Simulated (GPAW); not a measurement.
The K K edge of atom 2 in KCrF3 (P4/mmm), with 4 F at 2.89 Å and 8 F at 3.08 Å (distorted cuboctahedral, site symmetry 4/mmm), was computed in 2 ways: full core hole (charged cell) and no core hole. Program and functional: GPAW, LDA + U, Gaussian full width 0.9 eV up to 4 eV, rising linearly to 3.5 eV at 25 eV; cells of 5 and 20 atoms (the run without a hole in the smaller).

Each run is counted from its own lowest empty level or Fermi level and scaled to a mean of 1 over its first 20 eV.

| E (eV) | run 1 | run 2 |
| --- | --- | --- |
| -2.0 | 0.00 | 0.00 |
| -1.4 | 0.00 | 0.00 |
| -0.8 | 0.00 | 0.00 |
| -0.2 | 0.00 | 0.00 |
| 0.4 | 0.03 | 0.02 |
| 1.0 | 0.07 | 0.06 |
| 1.6 | 0.12 | 0.11 |
| 2.2 | 0.56 | 0.27 |
| 2.8 | 1.32 | 0.42 |
| 3.4 | 1.90 | 0.59 |
| 4.0 | 1.80 | 0.86 |
| 4.6 | 1.37 | 1.03 |
| 5.2 | 1.39 | 0.99 |
| 5.8 | 1.11 | 0.67 |
| 6.4 | 1.45 | 0.63 |
| 7.0 | 2.05 | 0.93 |
| 7.6 | 1.96 | 1.31 |
| 8.2 | 1.82 | 1.73 |
| 8.8 | 1.83 | 2.15 |
| 9.4 | 1.70 | 2.42 |
| 10.0 | 1.42 | 2.52 |
| 10.6 | 1.05 | 2.38 |
| 11.2 | 0.72 | 1.94 |
| 11.8 | 0.51 | 1.38 |
| 12.4 | 0.38 | 0.95 |
| 13.0 | 0.33 | 0.70 |
| 13.6 | 0.33 | 0.58 |
| 14.2 | 0.38 | 0.54 |
| 14.8 | 0.50 | 0.56 |
| 15.4 | 0.67 | 0.64 |
| 16.0 | 0.83 | 0.77 |
| 16.6 | 0.94 | 0.91 |
| 17.2 | 0.98 | 1.01 |
| 17.8 | 0.96 | 1.05 |
| 18.4 | 0.91 | 1.03 |
| 19.0 | 0.86 | 0.98 |
| 19.6 | 0.84 | 0.95 |
| 20.2 | 0.85 | 0.95 |
| 20.8 | 0.87 | 0.95 |
| 21.4 | 0.88 | 0.95 |
| 22.0 | 0.88 | 0.92 |
| 22.6 | 0.86 | 0.87 |
| 23.2 | 0.84 | 0.82 |
| 23.8 | 0.83 | 0.76 |
| 24.4 | 0.83 | 0.72 |
| 25.0 | 0.86 | 0.70 |
| 25.6 | 0.92 | 0.70 |
| 26.2 | 1.02 | 0.74 |
| 26.8 | 1.17 | 0.83 |
| 27.4 | 1.36 | 0.96 |
| 28.0 | 1.55 | 1.13 |
| 28.6 | 1.69 | 1.33 |
| 29.2 | 1.77 | 1.55 |
| 29.8 | 1.75 | 1.74 |
| 30.4 | 1.64 | 1.88 |
| 31.0 | 1.48 | 1.93 |

Question: Which run is which?

Run 1: full core hole (charged cell) (area from −2 to 6 eV 5.7, main maxima 3.7 eV (2.01), 5.0 eV (1.43), 7.2 eV (2.09) and 29.4 eV (1.77)). Run 2: no core hole (area from −2 to 6 eV 3.0, main maxima 4.9 eV (1.05), 10.0 eV (2.52) and 17.8 eV (1.05)). With each curve scaled to its own mean, the area from −2 to 6 eV with the hole is 5.7 against 3.0, and the centre of weight from −1 to 20 eV moves by -1.4 eV: the hole pulls the absorber's empty states down.

[Hosts, paths, dates, database ids (printed as entryN), source tags and the programs' standing remarks are cut or masked in the printed files.]

[Lists of maxima count a maximum above −3 eV only where it reaches 4 % of the highest in the window and stands out from its surroundings by 2 % of it (1.5 % where it reaches 55 %); shoulders and weaker maxima are passed over, and of the rest the first, up to two pre-edge ones and the few strongest are named.]
